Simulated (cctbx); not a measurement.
# What is wrong with this refinement?

Cell a = 8.8910 Å, b = 5.3680 Å, c = 8.4690 Å, α = 90.00°, β = 93.65°, γ = 90.00°; space group Cm (no. 8). The compound is Y3TmMn8.

The data are simulated with cctbx, not measured: Cu Kα, λ = 1.54184 Å, to d = 0.83 Å, 95 % of the full sphere, strongest reflection 40000 counts, noise from counting, a 6 % proportional error and a noise floor of 4 counts (s.d.); no absorption.

An anisotropic refinement with weights 1/σ² prints:

```text
Rint 0.036, 815 unique reflections to 0.83 A
cycle     R1     wR2    GooF  max shift (A)
   1  0.0957  0.2925   5.241   0.02555
   2  0.0376  0.1217   2.182   0.00045
final R1 0.0376 wR2 0.1217 GooF 2.182  parameters 66  data/parameter 12.3
atom        x        y        z      Ueq    occ   su(xyz)  su(Uiso or U11)
Tm1    0.67922  0.00000  0.55504   0.0131  1.000  0.00011  0.0005
Ga1    0.66727  0.00000  0.93972  -0.0027  1.000  0.00022  0.0007  NPD
Y1     0.33544  0.00000  0.06258   0.0128  1.000  0.00022  0.0009
Y2     0.33852  0.00000  0.43386   0.0164  1.000  0.00020  0.0009
Mn1    0.58856  0.74685  0.24174   0.0200  1.000  0.00039  0.0010
Mn2    0.83792  0.00000  0.25204   0.0214  1.000  0.00042  0.0015
Mn3    0.41537  0.26631  0.75613   0.0158  1.000  0.00039  0.0009
Mn4    0.17255  0.00000  0.74773   0.0216  1.000  0.00044  0.0015
Mn5    1.00413  0.00000  0.00134   0.0232  1.000  0.00064  0.0017
Mn6    0.00977  0.00000  0.49829   0.0201  1.000  0.00050  0.0017
difference map: max 3.97 min -0.89 rms 0.37
Q1    0.1792  0.5000  0.9481    2    4.03  0.12 A from Ga1
Q2    0.3373  0.0000  0.0491    2    2.56  0.12 A from Y1
Q3    0.1818  0.5000  0.1437    2    2.07  1.61 A from Mn2
Q4    0.1726  0.5000  0.5452    2    1.77  0.10 A from Tm1
Q5    0.3406  0.0000  0.4431    2    1.16  0.08 A from Y2
Q6    0.3290  0.0000  0.6438    2    1.12  1.69 A from Mn4
```

**Question.** Can this result stand? If not, what is the likely fault?

Mend it. The fault: wrong element: Ga1 is Y. Against the right model at the same level, R1 goes from 0.0200 to 0.0376 and GooF from 0.94 to 2.18, U of Ga1 shrinks from 0.0157 to -0.0027 Å², the top difference peak, 4.0 e/Å³, lies on Ga1 and Ga1 goes non-positive-definite. Ga1 has 8 electrons too few and its U shrinks to make up, as expected.

The compound is Y3TmMn8. The right model at the same level gives:

```text
Rint 0.036, 815 unique reflections to 0.83 A
cycle     R1     wR2    GooF  max shift (A)
   1  0.0203  0.0533   0.955   0.00119
   2  0.0200  0.0522   0.936   0.00000
final R1 0.0200 wR2 0.0522 GooF 0.936  parameters 66  data/parameter 12.3
atom        x        y        z      Ueq    occ   su(xyz)  su(Uiso or U11)
Tm1    0.67918  0.00000  0.55475   0.0138  1.000  0.00005  0.0002
Y1     0.66734  0.00000  0.93987   0.0157  1.000  0.00009  0.0003
Y2     0.33532  0.00000  0.06249   0.0144  1.000  0.00010  0.0004
Y3     0.33845  0.00000  0.43348   0.0165  1.000  0.00008  0.0004
Mn1    0.58840  0.74669  0.24163   0.0206  1.000  0.00017  0.0004
Mn2    0.83783  0.00000  0.25245   0.0233  1.000  0.00019  0.0006
Mn3    0.41563  0.26583  0.75607   0.0169  1.000  0.00017  0.0004
Mn4    0.17269  0.00000  0.74751   0.0213  1.000  0.00019  0.0006
Mn5    1.00402  0.00000  0.00436   0.0219  1.000  0.00027  0.0007
Mn6    0.01040  0.00000  0.49841   0.0203  1.000  0.00022  0.0007
Flack x: 0.002(4)
Hooft y: 0.002(8)  Bijvoet pairs: 400
difference map: max 0.80 min -0.56 rms 0.17
Q1    0.1996  0.0000  0.8824    2    0.81  1.15 A from Mn4
Q2    0.4823  0.5000  0.7756    2    0.72  1.40 A from Mn3
Q3    0.2360  0.5000  0.6703    2    0.64  1.07 A from Tm1
Q4    0.4896  0.0000  0.6718    2    0.60  1.74 A from Mn3
Q5    0.1856  0.5000  0.3354    2    0.59  1.56 A from Mn2
Q6    0.0267  0.0000  0.2225    2    0.58  1.44 A from Mn1
```

Isotropic U is held between 0.0001 and 1 Å² by the program, and listed peak heights are interpolated, so they can pass the grid's maximum.

This is a model crystal, built by substitution and not relaxed, with assumed displacement parameters.

[Middle refinement cycles are left out of these outputs.]

[Logs are printed without paths, hosts, clocks, repeated set-up lines and the standing remarks that a program may print on its own settings, such as how far it seeks lower states.]
